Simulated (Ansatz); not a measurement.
## Y on Co(0001): change of the work function

How does Y on the fcc site change the work function of Co(0001) as the layer fills?

Program: Ansatz 0.2.0. Level of theory: plane-wave DFT, PBE, Ansatz PAW. Results are calculated unless marked as measured.

### 1. The structure

The cell holds 4 atoms: 4 Co. Cell: a = 2.510 Å, b = 2.510 Å, c = 24.107 Å, α = 90.0°, β = 90.0°, γ = 60.0°. Vacuum lies along c.

Structure file:

```cif
data_structure
_symmetry_space_group_name_H-M 'P 1'
_symmetry_Int_Tables_number 1
_cell_length_a 2.5100
_cell_length_b 2.5100
_cell_length_c 24.1068
_cell_angle_alpha 90.000
_cell_angle_beta 90.000
_cell_angle_gamma 60.000
_cell_volume 131.53
loop_
_atom_site_label
_atom_site_type_symbol
_atom_site_fract_x
_atom_site_fract_y
_atom_site_fract_z
_atom_site_occupancy
Co1 Co 0.66667 0.66667 0.37334 1
Co2 Co 0.00000 0.00000 0.45778 1
Co3 Co 0.66667 0.66667 0.54222 1
Co4 Co 0.00000 0.00000 0.62666 1
```

### 2. The clean slab

The bare slab comes first, as the zero from which every change is counted. The two lowest layers are held at bulk places and the upper ones relax. The dipole correction removes the false field that a one-sided slab makes across the periodic vacuum, so each face gets a flat vacuum level of its own.

The input, input.yaml:

```yaml
crystal:
  lattice:
    - [2.51, 0.0, 0.0]
    - [1.255, 2.1737237635, 0.0]
    - [0.0, 0.0, 24.10683]
  atoms:
    - { symbol: Co, position: [0.6666666667, 0.6666666667, 0.3733381784], spin: 1.7 }
    - { symbol: Co, position: [0.0, 0.0, 0.4577793928], spin: 1.7 }
    - { symbol: Co, position: [0.6666666667, 0.6666666667, 0.5422206072], spin: 1.7 }
    - { symbol: Co, position: [0.0, 0.0, 0.6266618216], spin: 1.7 }
magnetization:
  spin_polarized: true
kpoints:
  mp_grid: { grid: [12, 12, 1] }
hamiltonian:
  xc: pbe
scf:
  occupations: { method: fermi_dirac, width: 0.1 }
  convergence: { dr2_threshold: 1.0e-08 }
efield:
  axis: 3
  dipole_correction: true
  ramp_position: 0.97
  ramp_width: 0.06
relax:
  f_tol: 0.02
  max_steps: 60
  constraints: [{ sites: [0, 1] }]
output:
  write_potential: true
  write_density: true
  volumetric_format: npy
```

Started as:

```bash
> ansatz run input.yaml --threads 4 --pin off --max-ram 16384MiB --backend cpu --events-out ev --progress --plain --runs-dir out
```

Numbers of over 12 decimals in the logs are rounded to 6 here.

Output:

```text
Engine: ansatz 0.2.0, x86_64-unknown-linux-gnu
Pseudopotentials: kind: paw
Pseudopotential: Co, paw, valence charge 17, recommended cutoff 420 eV (normal), Co.paw.azcp
Functional definition: PBE
  parameter kappa = 0.804
  parameter beta = 0.066725
  exchange = pbe_x(kappa = kappa, mu = beta*pi^2/3)
  correlation = pbe_c(beta = beta)
Crystal: 4 atoms, lattice volume = 131.528 Å³
Basis set: ecut = 420 eV, 2559 PW (Γ), exchange–correlation on 36×36×324 points (8 copies of the dense FFT grid, shifted against one another)
Bands: 45, of which v1, the nominal top of the filled ones, is band 34 counted from 1 (33 counted from 0)
Symmetry: 6 space group operations
k-points: 19 of 144 (time reversal used)
Non-local potential: Co, projectors of the file, l = 0: 3, l = 1: 2, l = 2: 3, l = 3: 1
PAW form: soft (Blöchl's): semilocal exchange-correlation on the pseudo side does not see the compensation charge
PAW one-centre angular grid: Co, 590 points (default); XC on 64 Gauss nodes
Initial density: superposition of atomic densities (neutral atoms: chi_scale 0, normalization atom)
Starting moments: Σ|m| = 6.8 μB on 4 of 4 sites
Initial wavefunctions: pseudopotential atomic-orbital guess
Functional: x = pbe(κ = 0.804, μ = 0.219515), c = pbe(β = 0.066725)
SCF iter   1: F=—  HF=-20501.283179 eV  |F-HF|=—  |Δ(HF+E_count)|=         —  Δρ=4.96e-2 (↑1.05e-2 ↓4.96e-2)  dr2=5.44e0  dr2_m=7.36e-1  M=6.870 μB ∫|m|=7.076 μB  β_m=1.00  ethr=3.10e-3  p=0.000 e·Å  D=5.24e-13 V/Å  ΔV_dip=-0.00 eV  dr2_dipole=8.17e-14  V_vac-E_F(+/−)=7.43/7.43 eV  ⟨swp⟩=11.6  Hψ=9064  notcnv=0  defer=12
Mixer restart at iter 1: flushing history
efield: sawtooth ramp at fractional position 0.9700 (set: `efield.ramp_position`, or a place that a band, a saddle search or an elastic batch's reference lends), width 0.0600; the density the first Hamiltonian is built on has a dipole p = 0.000 e·Å; the dipole correction subtracts the counter field D = 5.24e-13 V/Å, which shifts the + side's vacuum level by -0.00 eV against the − side's; the planar-averaged density in the ramp window peaks in size at 9.3e-6 e/Å³
preconditioner: auto → LDOS  [metal: Δε(μ)=0.017 eV  Ē_g=6.887 eV  σ=0.100 eV  W_gap=0.04  n_scr=18 (ndim 8)  ℏωp=19.4 eV  f_vac=0.597  D(μ)=4.76/eV (n_scr^D=18)]
spin=Collinear: LDOS preconditioning applied to the charge; magnetization (m = ρ↑ − ρ↓) channel mixes plain (no charge-response kernel on spin).
SCF iter   2: F=—  HF=-20500.677815 eV  |F-HF|=—  |Δ(HF+E_count)|=   6.05e-1  Δρ=1.21e-2 (↑1.21e-2 ↓7.84e-3)  dr2=4.83e-1  dr2_m=7.43e-2  M=6.898 μB ∫|m|=7.367 μB  β_m=0.34  ethr=3.10e-3  p=-0.000 e·Å  D=-2.46e-5 V/Å  ΔV_dip=0.00 eV  dr2_dipole=1.91e-7  V_vac-E_F(+/−)=6.53/6.53 eV  ⟨swp⟩=2.7  Hψ=3071  notcnv=0  defer=51
density mixer auto → msr1: a metal under ldos (density of states about μ 3.22 of a free-electron gas's, 18 screened modes)
SCF iter   3: F=—  HF=-20501.994778 eV  |F-HF|=—  |Δ(HF+E_count)|=    1.32e0  Δρ=4.76e-3 (↑4.76e-3 ↓4.65e-3)  dr2=9.37e-2  dr2_m=1.60e-2  M=6.919 μB ∫|m|=7.458 μB  β_m=0.48  ethr=7.10e-4  p=-0.000 e·Å  D=-4.93e-6 V/Å  ΔV_dip=0.00 eV  dr2_dipole=8.09e-8  V_vac-E_F(+/−)=5.92/5.92 eV  ⟨swp⟩=2.9  Hψ=2992  notcnv=0  defer=51
SCF iter   4: F=—  HF=-20502.978218 eV  |F-HF|=—  |Δ(HF+E_count)|=         —  Δρ=5.17e-3 (↑5.17e-3 ↓2.79e-3)  dr2=4.72e-2  dr2_m=7.71e-3  M=6.980 μB ∫|m|=7.615 μB  β_m=0.48  ethr=1.38e-4  p=0.000 e·Å  D=1.01e-6 V/Å  ΔV_dip=-0.00 eV  dr2_dipole=3.72e-8  V_vac-E_F(+/−)=5.27/5.27 eV  ⟨swp⟩=3.2  Hψ=3763  notcnv=0  defer=53
SCF iter   5: F=—  HF=-20503.130186 eV  |F-HF|=—  |Δ(HF+E_count)|=   1.52e-1  Δρ=2.48e-3 (↑1.51e-3 ↓2.48e-3)  dr2=1.24e-2  dr2_m=1.57e-3  M=6.908 μB ∫|m|=7.565 μB  β_m=0.64  ethr=6.94e-5  p=0.000 e·Å  D=1.27e-6 V/Å  ΔV_dip=-0.00 eV  dr2_dipole=5.41e-10  V_vac-E_F(+/−)=5.11/5.11 eV  ⟨swp⟩=2.2  Hψ=3111  notcnv=0  defer=53
SCF iter   6: F=—  HF=-20503.154936 eV  |F-HF|=—  |Δ(HF+E_count)|=   2.48e-2  Δρ=1.15e-3 (↑8.50e-4 ↓1.15e-3)  dr2=3.50e-3  dr2_m=1.52e-4  M=6.880 μB ∫|m|=7.545 μB  β_m=0.80  ethr=1.83e-5  p=0.000 e·Å  D=2.95e-6 V/Å  ΔV_dip=-0.00 eV  dr2_dipole=6.99e-9  V_vac-E_F(+/−)=5.04/5.04 eV  ⟨swp⟩=2.1  Hψ=2807  notcnv=0  defer=53
SCF iter   7: F=—  HF=-20503.158756 eV  |F-HF|=—  |Δ(HF+E_count)|=   3.82e-3  Δρ=5.96e-4 (↑5.02e-4 ↓5.96e-4)  dr2=1.26e-3  dr2_m=2.25e-5  M=6.862 μB ∫|m|=7.535 μB  β_m=0.70  ethr=5.15e-6  p=-0.000 e·Å  D=-6.62e-6 V/Å  ΔV_dip=0.00 eV  dr2_dipole=4.72e-8  V_vac-E_F(+/−)=5.00/5.00 eV  ⟨swp⟩=2.4  Hψ=3309  notcnv=0  defer=55
SCF iter   8: F=—  HF=-20503.158660 eV  |F-HF|=—  |Δ(HF+E_count)|=   9.68e-5  Δρ=1.88e-4 (↑1.88e-4 ↓1.66e-4)  dr2=7.45e-5  dr2_m=6.98e-6  M=6.861 μB ∫|m|=7.536 μB  β_m=0.70  ethr=1.85e-6  p=0.000 e·Å  D=1.90e-6 V/Å  ΔV_dip=-0.00 eV  dr2_dipole=1.38e-10  V_vac-E_F(+/−)=4.99/4.99 eV  ⟨swp⟩=2.4  Hψ=3092  notcnv=0  defer=56
SCF iter   9: F=—  HF=-20503.158672 eV  |F-HF|=—  |Δ(HF+E_count)|=   1.27e-5  Δρ=6.53e-5 (↑3.95e-5 ↓6.53e-5)  dr2=5.92e-6  dr2_m=2.71e-6  M=6.858 μB ∫|m|=7.537 μB  β_m=0.79  ethr=1.10e-7  p=-0.000 e·Å  D=-1.04e-6 V/Å  ΔV_dip=0.00 eV  dr2_dipole=6.55e-10  V_vac-E_F(+/−)=4.98/4.98 eV  ⟨swp⟩=2.6  Hψ=2918  notcnv=0  defer=56
SCF iter  10: F=—  HF=-20503.158675 eV  |F-HF|=—  |Δ(HF+E_count)|=   2.24e-6  Δρ=3.81e-5 (↑3.81e-5 ↓2.00e-5)  dr2=3.10e-6  dr2_m=1.73e-7  M=6.858 μB ∫|m|=7.537 μB  β_m=0.68  ethr=8.70e-9  p=0.000 e·Å  D=2.53e-6 V/Å  ΔV_dip=-0.00 eV  dr2_dipole=6.54e-9  V_vac-E_F(+/−)=4.98/4.98 eV  ⟨swp⟩=2.4  Hψ=2802  notcnv=0  defer=56
SCF iter  11: F=—  HF=-20503.158675 eV  |F-HF|=—  |Δ(HF+E_count)|=   5.00e-7  Δρ=1.15e-5 (↑6.30e-6 ↓1.15e-5)  dr2=2.57e-7  dr2_m=6.68e-8  M=6.857 μB ∫|m|=7.537 μB  β_m=0.59  ethr=4.56e-9  p=-0.000 e·Å  D=-2.92e-6 V/Å  ΔV_dip=0.00 eV  dr2_dipole=1.06e-8  V_vac-E_F(+/−)=4.98/4.98 eV  ⟨swp⟩=2.3  Hψ=2831  notcnv=0  defer=56
SCF iter  12: F=—  HF=-20503.158675 eV  |F-HF|=—  |Δ(HF+E_count)|=   9.91e-8  Δρ=6.32e-6 (↑3.04e-6 ↓6.32e-6)  dr2=3.02e-8  dr2_m=2.20e-8  M=6.857 μB ∫|m|=7.537 μB  β_m=0.79  ethr=3.77e-10  p=0.000 e·Å  D=3.18e-7 V/Å  ΔV_dip=-0.00 eV  dr2_dipole=3.21e-10  V_vac-E_F(+/−)=4.98/4.98 eV  ⟨swp⟩=2.3  Hψ=2560  notcnv=0  defer=56
SCF iter  13: F=—  HF=-20503.158675 eV  |F-HF|=—  |Δ(HF+E_count)|=   8.19e-8  Δρ=3.67e-6 (↑3.67e-6 ↓3.22e-6)  dr2=5.56e-8  dr2_m=3.60e-9  M=6.857 μB ∫|m|=7.538 μB  β_m=0.63  ethr=4.44e-11  p=-0.000 e·Å  D=-2.65e-6 V/Å  ΔV_dip=0.00 eV  dr2_dipole=1.05e-8  V_vac-E_F(+/−)=4.98/4.98 eV  ⟨swp⟩=3.2  Hψ=3631  notcnv=0  defer=56
[...]
preconditioner: auto → LDOS  [metal: Δε(μ)=0.011 eV  Ē_g=6.720 eV  σ=0.100 eV  W_gap=0.03  n_scr=12 (ndim 8)  ℏωp=19.4 eV  f_vac=0.612  D(μ)=3.74/eV (n_scr^D=16)]
spin=Collinear: LDOS preconditioning applied to the charge; magnetization (m = ρ↑ − ρ↓) channel mixes plain (no charge-response kernel on spin).
SCF iter   2: F=—  HF=-20503.182460 eV  |F-HF|=—  |Δ(HF+E_count)|=   7.25e-5  Δρ=1.31e-4 (↑1.31e-4 ↓1.26e-4)  dr2=3.27e-4  dr2_m=1.50e-6  M=6.834 μB ∫|m|=7.500 μB  β_m=0.31  ethr=1.53e-6  p=0.002 e·Å  D=2.56e-3 V/Å  ΔV_dip=-0.06 eV  dr2_dipole=1.26e-4  V_vac-E_F(+/−)=4.93/4.99 eV  ⟨swp⟩=2.1  Hψ=2531  notcnv=0  defer=64
density mixer auto → msr1: a metal under ldos (density of states about μ 2.82 of a free-electron gas's, 18 screened modes)
SCF iter   3: F=—  HF=-20503.182459 eV  |F-HF|=—  |Δ(HF+E_count)|=   8.64e-7  Δρ=1.32e-4 (↑1.32e-4 ↓6.95e-5)  dr2=8.49e-5  dr2_m=6.29e-6  M=6.834 μB ∫|m|=7.500 μB  β_m=0.44  ethr=4.81e-7  p=0.002 e·Å  D=2.44e-3 V/Å  ΔV_dip=-0.06 eV  dr2_dipole=2.77e-5  V_vac-E_F(+/−)=4.93/4.99 eV  ⟨swp⟩=1.6  Hψ=1860  notcnv=0  defer=64
SCF iter   4: F=—  HF=-20503.182475 eV  |F-HF|=—  |Δ(HF+E_count)|=   1.58e-5  Δρ=6.00e-5 (↑5.17e-5 ↓6.00e-5)  dr2=2.34e-5  dr2_m=2.73e-6  M=6.835 μB ∫|m|=7.501 μB  β_m=0.50  ethr=1.25e-7  p=0.002 e·Å  D=2.49e-3 V/Å  ΔV_dip=-0.06 eV  dr2_dipole=6.53e-6  V_vac-E_F(+/−)=4.93/4.99 eV  ⟨swp⟩=1.8  Hψ=2028  notcnv=0  defer=64
SCF iter   5: F=—  HF=-20503.182484 eV  |F-HF|=—  |Δ(HF+E_count)|=   8.94e-6  Δρ=5.34e-5 (↑5.34e-5 ↓3.33e-5)  dr2=7.93e-7  dr2_m=2.13e-6  M=6.836 μB ∫|m|=7.501 μB  β_m=0.64  ethr=3.44e-8  p=0.002 e·Å  D=2.54e-3 V/Å  ΔV_dip=-0.06 eV  dr2_dipole=1.53e-7  V_vac-E_F(+/−)=4.93/4.99 eV  ⟨swp⟩=2.0  Hψ=2388  notcnv=0  defer=64
SCF iter   6: F=—  HF=-20503.182487 eV  |F-HF|=—  |Δ(HF+E_count)|=   3.70e-6  Δρ=2.43e-5 (↑2.43e-5 ↓7.21e-6)  dr2=7.26e-7  dr2_m=1.91e-7  M=6.836 μB ∫|m|=7.502 μB  β_m=0.65  ethr=1.17e-9  p=0.002 e·Å  D=2.57e-3 V/Å  ΔV_dip=-0.06 eV  dr2_dipole=2.85e-8  V_vac-E_F(+/−)=4.93/4.99 eV  ⟨swp⟩=3.0  Hψ=3468  notcnv=0  defer=64
SCF iter   7: F=—  HF=-20503.182487 eV  |F-HF|=—  |Δ(HF+E_count)|=   1.19e-7  Δρ=9.49e-6 (↑8.56e-6 ↓9.49e-6)  dr2=4.08e-7  dr2_m=2.70e-8  M=6.836 μB ∫|m|=7.502 μB  β_m=0.57  ethr=1.07e-9  p=0.002 e·Å  D=2.57e-3 V/Å  ΔV_dip=-0.06 eV  dr2_dipole=7.03e-8  V_vac-E_F(+/−)=4.93/4.99 eV  ⟨swp⟩=2.0  Hψ=2972  notcnv=0  defer=64
SCF iter   8: F=—  HF=-20503.182487 eV  |F-HF|=—  |Δ(HF+E_count)|=   3.91e-8  Δρ=3.66e-6 (↑3.66e-6 ↓2.36e-6)  dr2=1.57e-8  dr2_m=9.76e-9  M=6.836 μB ∫|m|=7.502 μB  β_m=0.70  ethr=6.00e-10  p=0.002 e·Å  D=2.57e-3 V/Å  ΔV_dip=-0.06 eV  dr2_dipole=9.37e-10  V_vac-E_F(+/−)=4.93/4.99 eV  ⟨swp⟩=2.4  Hψ=2821  notcnv=0  defer=64
SCF iter   9: F=—  HF=-20503.182487 eV  |F-HF|=—  |Δ(HF+E_count)|=   4.03e-8  Δρ=1.38e-6 (↑1.31e-6 ↓1.38e-6)  dr2=4.06e-9  dr2_m=1.04e-9  M=6.836 μB ∫|m|=7.502 μB  β_m=0.65  ethr=2.31e-11  p=0.002 e·Å  D=2.57e-3 V/Å  ΔV_dip=-0.06 eV  dr2_dipole=1.26e-10  V_vac-E_F(+/−)=4.93/4.99 eV  ⟨swp⟩=2.8  Hψ=3111  notcnv=0  defer=64
SCF iter  10: F=—  HF=-20503.182487 eV  |F-HF|=—  |Δ(HF+E_count)|=   7.28e-9  Δρ=1.36e-6 (↑8.80e-7 ↓1.36e-6)  dr2=1.39e-8  dr2_m=3.70e-10  M=6.836 μB ∫|m|=7.502 μB  β_m=0.68  ethr=5.97e-12  p=0.002 e·Å  D=2.57e-3 V/Å  ΔV_dip=-0.06 eV  dr2_dipole=4.02e-9  V_vac-E_F(+/−)=4.93/4.99 eV  ⟨swp⟩=2.8  Hψ=3546  notcnv=0  defer=64
SCF iter  11: F=-20503.182487 eV  HF=-20503.182487 eV  |F-HF|=6.06e-9  |Δ(HF+E_count)|=   2.47e-9  Δρ=9.04e-7 (↑3.89e-7 ↓9.04e-7)  dr2=5.43e-9  dr2_m=1.59e-10  M=6.836 μB ∫|m|=7.502 μB  ethr=5.97e-12  p=0.002 e·Å  D=2.57e-3 V/Å  ΔV_dip=-0.06 eV  dr2_dipole=1.24e-9  V_vac-E_F(+/−)=4.93/4.99 eV  ⟨swp⟩=7.0  Hψ=9531  notcnv=0
SCF 4 converged in 11 iterations: F = -20503.182487 eV  dr2 = 5.43e-9
relax step   4: F+E_penalty+E_count = -20503.18248727 eV  Δ(F+E_penalty+E_count) = -2.578e-4 eV  max|allowed force component| = 6.596e-3 eV/Å  Δτ_max = 0.0084 Å  (11 SCF iters, accepted)
NSCF: frozen V_eff on 19 k-points
the band table was solved once a step of the walk had ended and its energy, with any forces and stress, was formed, with the checks that follow a solve (9213 applications of the Hamiltonian). They found nothing against the state; the energy, forces and stress were not computed again (output.eigenvalues in the input reference)
WARN: The output density's exchange-correlation potential varies sharply where the density is thin. Do not read a vacuum level from v_tot or v_xc, or from such a field of the output density. On a cell that repeats whose density bears no net charge and no dipole along the vacuum's axis use v_es (v_loc + v_h of the components); under efield.dipole_correction with no amplitude use v_es + v_field, which holds any externa [...]
SCF converged after 11 iterations
Magnetization: 6.8365 μB (37.4182 up, 30.5818 down)
Absolute magnetization: 7.5041 μB (∫|ρ↑−ρ↓|, with the PAW one-centre terms)
Spin contamination: 0.1418 ħ² per cell (⟨S²⟩ above its minimum at these occupations)
Per-site moments (μB) at R_I (Å): [(1.819632, 1.030734), (1.757751, 1.030734), (1.742029, 1.000660), (1.792706, 1.000660)]
Free energy (F): -20503.182487 eV
Harris-Foulkes:  -20503.182487 eV  (|F-HF|=6.06e-9)
Internal energy: -20503.052780 eV  (E = F + TS)
E sigma→0 (E₀):  -20503.117634 eV
Entropy (-TS):   -0.129707 eV (-32.427 meV/atom)
Fermi energy:    2.954768 eV
Dipole field:    D = 0.002625 V/Å  (p = 0.001908 e·Å, saw-weighted, corrected)
Work function:   Φ+ = 4.9253 eV   Φ− = 4.9886 eV
Levels:          The Fermi level and band energies are counted from a zero that moves with the ramp; work functions are not
--- Per-component energies (eV) ---
  E_band       = -2041.790015
  E_kinetic    = 1808.861084
  E_local      = -151342.606059  (includes V_loc(G=0)·N_el)
  E_nonlocal   = 1821.381813
  E_hartree    = 74222.728905
  E_xc         = -632.279232
  E_vxc        = -815.577330  (∫ρ·V_xc dr)
  E_paw        = -6063.646020  (= ΣΔE_a)
  E_vpaw       = -1959.317964  (= ΣTr[D̂ρ^β])
  E_aug_tail   = 0.000301  (compensation charges beyond the density's cutoff)
  E_efield     = 0.000003  (sawtooth field / dipole correction)
  E_vefield    = 0.003155  (∫n·V_field dr)
  E_ewald      = 59682.506425
  E_smearing   = -0.129707  (= −TS)
  E_closure    = -0.000000  (closes the sum)
  Σ components = -20503.182487   (vs F -20503.182487, Δ=0.00e0)
--- Forces (eV/Å), atoms counted from 1 ---
  atom   1  Co     0.00000000     0.00000000     0.50233506
  atom   2  Co    -0.00000000     0.00000000    -0.49983115
  atom   3  Co     0.00000000    -0.00000000     0.00407760
  atom   4  Co     0.00000000    -0.00000000    -0.00659585
  max |Σ_I F_I| component: 1.43e-5 eV/Å
--- Band table (eV; the first three rows and the last of 38) ---
  k-point 0 ↑: bands = [... 30 lower, 0.6027, 1.1317, 1.1317, 1.5257, 1.5257, 1.8851, 1.8851, 2.0257, ... 7 higher]
  k-point 1 ↑: bands = [... 30 lower, 0.6932, 1.0395, 1.1017, 1.3850, 1.5039, 1.5354, 1.7908, 1.8846, ... 7 higher]
  k-point 2 ↑: bands = [... 30 lower, 0.8036, 0.9408, 1.0332, 1.1441, 1.4384, 1.4726, 1.8810, 2.0831, ... 7 higher]
  k-point 18 ↓: bands = [... 30 lower, 3.1142, 3.7214, 3.7507, 3.8049, 3.9140, 3.9574, 8.5075, 8.8942, ... 7 higher]
--- Relaxed structure (4 steps of the walk, 4 accepted, 0 SCFs on fresh bases) ---
  F+E_penalty+E_count = -20503.18248727 eV   max|allowed force component| = 6.596e-3 eV/Å
  atoms:
    - { symbol: Co, position: [0.666667, 0.666667, 0.373338] }
    - { symbol: Co, position: [0.0, 0.0, 0.4577793928] }
    - { symbol: Co, position: [0.666667, 0.666667, 0.542627] }
    - { symbol: Co, position: [-4.105842271699468e-18, 0, 0.623327] }
```

Elapsed: 9.8 s, on 4 threads of AMD EPYC 9R45, shared host; peak memory 0.61 GiB; 37 s of CPU time.

Relaxation path:

| step | energy less that of the first step (eV) | largest force component (eV/Å) |
| --- | --- | --- |
| 1 | 0.0000 | 0.4887 |
| 2 | -0.0156 | 0.3161 |
| 3 | -0.0236 | 0.0611 |
| 4 | -0.0238 | 0.0066 |

Forces are held to the 6 operations that the run works with; a distortion that breaks them can't arise in this run.

The atoms that moved most (Å):

| atom | dx | dy | dz | length |
| --- | --- | --- | --- | --- |
| Co4 | 0.000 | 0.000 | -0.080 | 0.080 |
| Co3 | 0.000 | 0.000 | 0.010 | 0.010 |

Numbers from this step:

```
energy at zero smearing        : -20503.1176 eV
total moment                   : 6.836 μB
site moments                   : 1.820, 1.758, 1.742, 1.793 μB
work function, upper face      : 4.925 eV
work function, lower face      : 4.989 eV
dipole along the normal        : 0.001908 e·Å
step between the vacuum levels : -0.06327 eV
```

Running mean over 2.03561 Å of the planar mean; the ramp of the sawtooth is left out. Table of electron's electrostatic potential energy less the Fermi level by z:

| z (Å) | electron's electrostatic potential energy less the Fermi level (eV) |
| --- | --- |
| 3.0 | 4.99 |
| 3.5 | 4.99 |
| 4.0 | 4.99 |
| 4.5 | 4.99 |
| 5.0 | 4.98 |
| 5.5 | 4.97 |
| 6.0 | 4.92 |
| 6.5 | 4.76 |
| 7.0 | 4.21 |
| 7.5 | 1.91 |
| 8.0 | -3.46 |
| 8.5 | -8.57 |
| 9.0 | -10.3 |
| 9.5 | -10.5 |
| 10.0 | -10.5 |
| 10.5 | -10.5 |
| 11.0 | -10.6 |
| 11.5 | -10.5 |
| 12.0 | -10.5 |
| 12.5 | -10.5 |
| 13.0 | -10.6 |
| 13.5 | -11.1 |
| 14.0 | -11.5 |
| 14.5 | -11.2 |
| 15.0 | -10.4 |
| 15.5 | -8.77 |
| 16.0 | -3.80 |
| 16.5 | 1.67 |
| 17.0 | 4.09 |
| 17.5 | 4.69 |
| 18.0 | 4.86 |
| 18.5 | 4.91 |
| 19.0 | 4.92 |
| 19.5 | 4.92 |
| 20.0 | 4.93 |
| 20.5 | 4.93 |
| 21.0 | 4.93 |

Site moment by atom:

| atom | site moment (μB) |
| --- | --- |
| Co1 | 1.82 |
| Co2 | 1.76 |
| Co3 | 1.74 |
| Co4 | 1.79 |

The relaxation took 4 steps and lowered the energy by 0.024 eV; the largest force on the free atoms ends at 0.0066 eV/Å.

The work function of the upper face is 4.93 eV.

(Part 1 of 4 ends here.)

[Logs are printed without paths, hosts, clocks, repeated set-up lines and the standing remarks that a program may print on its own settings, such as how far it seeks lower states.]

[Hosts, paths, dates, database ids (printed as entryN), source tags and the programs' standing remarks are cut or masked in the printed files.]

[Maps of the electrostatic potential energy from Ansatz leave out the sawtooth potential of an applied field or a dipole correction, so their vacuum need not be flat; planar profiles and work functions include it.]
